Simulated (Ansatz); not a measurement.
G0W0 rungs for LaVO4 (P2_1/c).

The structure is monoclinic, space group P2_1/c (No. 14). The conventional cell has a = 6.725 Å, b = 7.283 Å, c = 8.399 Å, α = 90.00°, β = 125.80°, γ = 90.00°. Nearest to La lie 9 O at 2.49 to 2.89 Å. Nearest to V lie 4 O at 1.70 to 1.72 Å. O has 1 V at 1.72 Å and 2 La at 2.49 to 2.53 Å nearest. O has 1 V at 1.70 Å and 2 La at 2.50 to 2.53 Å nearest. Nearest to O lie 1 V at 1.70 Å and 2 La at 2.52 to 2.68 Å. Nearest to O lie 1 V at 1.72 Å and 3 La at 2.56 to 2.89 Å. Farther neighbours and most contacts between anions are not listed.

```
La V O
1.0
     6.72500    0.00000    0.00000
     0.00000    7.28270    0.00000
    -4.91230    0.00000    6.81215
La V O
4 4 16
Cartesian
  2.0089 1.1448 4.9305
  -2.6523 4.7862 5.2878
  -0.1962 6.1379 1.8817
  4.4650 2.4965 1.5244
  -1.3209 1.2003 4.7628
  0.6775 4.8416 5.4554
  3.1336 6.0824 2.0493
  1.1352 2.4411 1.3568
  1.8373 3.6261 5.0723
  -2.4807 7.2674 5.1459
  -0.0246 3.6566 1.7398
  4.2934 0.0153 1.6663
  2.2239 2.0355 2.6029
  2.0449 5.6769 0.8032
  -0.4112 5.2472 4.2092
  -0.2322 1.6058 6.0090
  2.0576 6.5180 3.2896
  2.2112 2.8767 0.1165
  -0.2449 0.7647 3.5226
  -0.3985 4.4060 6.6957
  1.6331 6.1437 6.0335
  -2.2765 2.5023 4.1847
  0.1796 1.1390 0.7786
  4.0892 4.7804 2.6274
```

The cell and positions come from the Crystallography Open Database and are kept as given unless a step says otherwise. Spin-orbit coupling is left out unless a run names it. PAW set soft_2, made with PBE.

Runs so far (Ansatz 0.2.0, start r2SCAN, default PAW files, 2×2×2 mesh). Times are wall times on 1 × NVIDIA GB200 (shared by 2 runs) with 24 threads of Arm Neoverse V2, shared host, good to a factor of about two.

```
bands summed  cutoff (eV)  gap on the mesh (eV)   time
         259           36                 6.362  6.2 s
         558           72                 5.882   11 s
```

Q: What should the next rung give, with 1091 bands and screening to 120 eV, and where is the limit?

The error falls about as one over the bands when the cutoff rises with them. A line through the two highest rungs given predicts 5.678 eV; the run gave 5.775 eV, a miss of 0.097 eV, so the law holds only roughly here. The two highest rungs put the limit near 5.664 eV, the pair below near 5.466 eV; their difference is a rough measure of what is unsettled in bands and cutoff; the mesh is a separate error.

Gaps are over the mesh's points; an edge off the mesh would be missed. Limits: not at the basis limit; f levels unsure; no spin polarisation; d states lean on the start; no spin-orbit coupling; coarse k mesh.

[Paths, hosts, dates, memory and timing lines, banners, echoed tables and standing remarks are left out of the program output.]

[Logs are printed without paths, hosts, clocks, repeated set-up lines and the standing remarks that a program may print on its own settings, such as how far it seeks lower states.]

[Runs of the session that timed out or met a known fault of the program may be left out.]

[Cells called generated may have been cut or substituted from an entry of the Crystallography Open Database or the Materials Project.]

[Hosts, paths, dates, database ids (printed as entryN), source tags and the programs' standing remarks are cut or masked in the printed files.]
